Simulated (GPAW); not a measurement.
**Collinear magnetic orders of Fe3 on W4 110 with GPAW**

Aim: find out whether Fe3 on W4 110 carries moments, and which collinear order costs least.

Method: PBE; plane waves with GPAW's PAW setups, scalar-relativistic, in GPAW 26.7.0.

This is a report of a sequence of runs, with the program logs left out and the cost of each run kept.

### Step 1. Set-up

The cell holds 7 atoms: 4 W and 3 Fe. Its edges and angles: a = 2.741 Å, b = 2.741 Å, c = 23.997 Å, α = 90.0°, β = 90.0°, γ = 109.5°. ideal sites on the substrate's mesh, layer spacings from atomic volumes, unrelaxed, 12 A of vacuum. Vacuum lies along c.

### Step 2. Order 1, typed as ferro +++

Parallel moments need no larger cell; this start tests for a ferromagnetic state only.

The input, order1.py:

```python
import json
import numpy as np
from ase import Atoms
from ase.parallel import paropen, parprint
from gpaw import GPAW

atoms = Atoms(['W', 'W', 'W', 'W', 'Fe', 'Fe', 'Fe'],
    cell=[[1.5825, -2.237993, 0.0],
         [1.5825, 2.237993, 0.0],
         [0.0, 0.0, 23.9966]],
    scaled_positions=[[0.0, 0.0, 0.250035],
         [0.5, 0.5, 0.343285],
         [0.0, 0.0, 0.436534],
         [0.5, 0.5, 0.529784],
         [0.0, 0.0, 0.61112],
         [0.5, 0.5, 0.680542],
         [0.0, 0.0, 0.749965]],
    pbc=True,
    magmoms=[0.0, 0.0, 0.0, 0.0, 2.6, 2.6, 2.6])
atoms.calc = GPAW(mode={'name': 'pw', 'ecut': 450},
    xc='PBE',
    kpts={'size': (18, 18, 1), 'gamma': True},
    occupations={'name': 'fermi-dirac', 'width': 0.05},
    convergence={'density': 1e-05, 'energy': 1e-05},
    maxiter=250,
    mixer={'name': 'pulay', 'beta': 0.03, 'nmaxold': 8, 'weight': 100},
    symmetry={'tolerance': 1e-4},
    txt='order1.txt')
e = atoms.get_potential_energy(force_consistent=True)
res = {'free_energy': e, 'energy_sigma0': atoms.get_potential_energy(), 'fermi_energy': atoms.calc.get_fermi_level()}
res['moments'] = atoms.get_magnetic_moments().tolist()
res['total'] = atoms.get_magnetic_moment()
parprint('site moments (muB):', np.round(res['moments'], 3))
parprint(f"total moment: {res['total']:.3f} muB")
parprint(f'free energy: {e:.6f} eV')
atoms.calc.write('order1.gpw')
with paropen('results.json', 'w') as f:
    json.dump(res, f)
```

The run is started by

```bash
$ OMP_NUM_THREADS=1 mpirun -n 8 gpaw python order1.py > order1.log
```

Run time: 7.5 min. Hardware: 8 MPI ranks of AMD EPYC 7R13 (Zen 3), shared host; peak memory 2.4 GiB; 53 min of CPU time.

Spin moment in the augmentation sphere by atom:

| atom | spin moment in the augmentation sphere (μB) |
| --- | --- |
| W1 | 0.01 |
| W2 | 0.00 |
| W3 | 0.00 |
| W4 | -0.08 |
| Fe5 | 2.09 |
| Fe6 | 2.44 |
| Fe7 | 2.80 |

Read from the output:

```
magnetization : 7.337 μB
final state   : ferromagnetic
```

After 51 cycles the largest moment stands at 2.80 μB.

### Step 3. Start 2: ferri ++-

Reversing part of the moments tests the sign of the couplings between them.

order2.py is the script of step 2 with these lines changed:

```diff
@@ -18,3 +18,3 @@
     pbc=True,
-    magmoms=[0.0, 0.0, 0.0, 0.0, 2.6, 2.6, 2.6])
+    magmoms=[0.0, 0.0, 0.0, 0.0, 2.6, 2.6, -2.6])
 atoms.calc = GPAW(mode={'name': 'pw', 'ecut': 450},
@@ -27,3 +27,3 @@
     symmetry={'tolerance': 1e-4},
-    txt='order1.txt')
+    txt='order2.txt')
 e = atoms.get_potential_energy(force_consistent=True)
@@ -35,3 +35,3 @@
 parprint(f'free energy: {e:.6f} eV')
-atoms.calc.write('order1.gpw')
+atoms.calc.write('order2.gpw')
 with paropen('results.json', 'w') as f:
```

The run is started by

```bash
$ OMP_NUM_THREADS=1 mpirun -n 8 gpaw python order2.py > order2.log
```

Run time: 9 min. Hardware: 8 MPI ranks; peak memory 2.4 GiB; 63 min of CPU time.

Spin moment in the augmentation sphere by atom:

| atom | spin moment in the augmentation sphere (μB) |
| --- | --- |
| W1 | 0.00 |
| W2 | 0.00 |
| W3 | 0.00 |
| W4 | -0.09 |
| Fe5 | 2.11 |
| Fe6 | 2.13 |
| Fe7 | -2.53 |

Read from the output:

| Property | Result |
| --- | --- |
| magnetization | 1.516 μB |
| final state | ferrimagnetic |

It lies 139 meV a seeded atom over the first start, and its largest moment is 2.53 μB against 2.80 μB.

### Step 4. Order 3, typed as no spin polarisation

A run without seeds gives the zero against which the gain from the moments is read.

nospin.py is the script of step 3 with these lines changed:

```diff
@@ -17,4 +17,3 @@
          [0.0, 0.0, 0.749965]],
-    pbc=True,
-    magmoms=[0.0, 0.0, 0.0, 0.0, 2.6, 2.6, -2.6])
+    pbc=True)
 atoms.calc = GPAW(mode={'name': 'pw', 'ecut': 450},
@@ -27,11 +26,7 @@
     symmetry={'tolerance': 1e-4},
-    txt='order2.txt')
+    txt='nospin.txt')
 e = atoms.get_potential_energy(force_consistent=True)
 res = {'free_energy': e, 'energy_sigma0': atoms.get_potential_energy(), 'fermi_energy': atoms.calc.get_fermi_level()}
-res['moments'] = atoms.get_magnetic_moments().tolist()
-res['total'] = atoms.get_magnetic_moment()
-parprint('site moments (muB):', np.round(res['moments'], 3))
-parprint(f"total moment: {res['total']:.3f} muB")
 parprint(f'free energy: {e:.6f} eV')
-atoms.calc.write('order2.gpw')
+atoms.calc.write('nospin.gpw')
 with paropen('results.json', 'w') as f:
```

The run is started by

```bash
$ OMP_NUM_THREADS=1 mpirun -n 8 gpaw python nospin.py > nospin.log
```

Wall time 4.1 min (8 MPI ranks); peak memory 2 GiB.

Read from the output:

| Property | Result |
| --- | --- |
| final state | non-magnetic (no spin polarisation) |

It lies 533 meV a seeded atom over the first start.

### Step 5. Energies of the orders

Energies are divided by the number of seeded atoms, so that cells of unlike size compare.

Orders:

| start | final state | typed order kept | energy over the lowest (meV a seeded atom) | largest site moment (μB) | net moment (μB a primitive cell) | mesh matched | CPU time (s) |
| --- | --- | --- | --- | --- | --- | --- | --- |
| ferro +++ | ferromagnetic | yes | 0 | 2.803 | 7.337 | yes | 3163 |
| ferri ++- | ferrimagnetic | yes | 139 | 2.528 | 1.516 | yes | 3807 |
| no spin polarisation | non-magnetic | - | 532.6 | 0 | 0 | yes | 1765 |

### Step 6. What came out

| Quantity | Value |
| --- | --- |
| lowest state found | ferromagnetic (typed ferro +++) |
| largest site moment | 2.80 μB |
| next state | ferrimagnetic, 139 meV a seeded atom higher |
| energy gained by spin polarisation | 533 meV a seeded atom |

**Reading.** The lowest state found is ferromagnetic, reached from the start ferro +++, with moments up to 2.80 μB. The next state costs 139 meV a seeded atom. Only 3 starts were tried; other collinear patterns, canted and longer-period orders were not.

[Long decimals in the printed logs are rounded to 6 places.]

[Logs and program files are shortened in this print: banners, set-up blocks, solver, clock and traceback lines can be left out without a mark of their own.]

[Logs are printed without paths, hosts, clocks, repeated set-up lines and the standing remarks that a program may print on its own settings, such as how far it seeks lower states.]

[Hosts, paths, dates, database ids (printed as entryN), source tags and the programs' standing remarks are cut or masked in the printed files.]

[Where the starting crystal was built by hand or by swapping elements, it need not be the compound's stable phase.]

[Where a cell is said to come from a database of computed structures, the database is the Materials Project.]

[Runs that the program refused, that were killed for memory or that had too few empty states are not shown or counted.]

[Lattice constants of own cells that a recipe calls measured were typed without a cited source.]
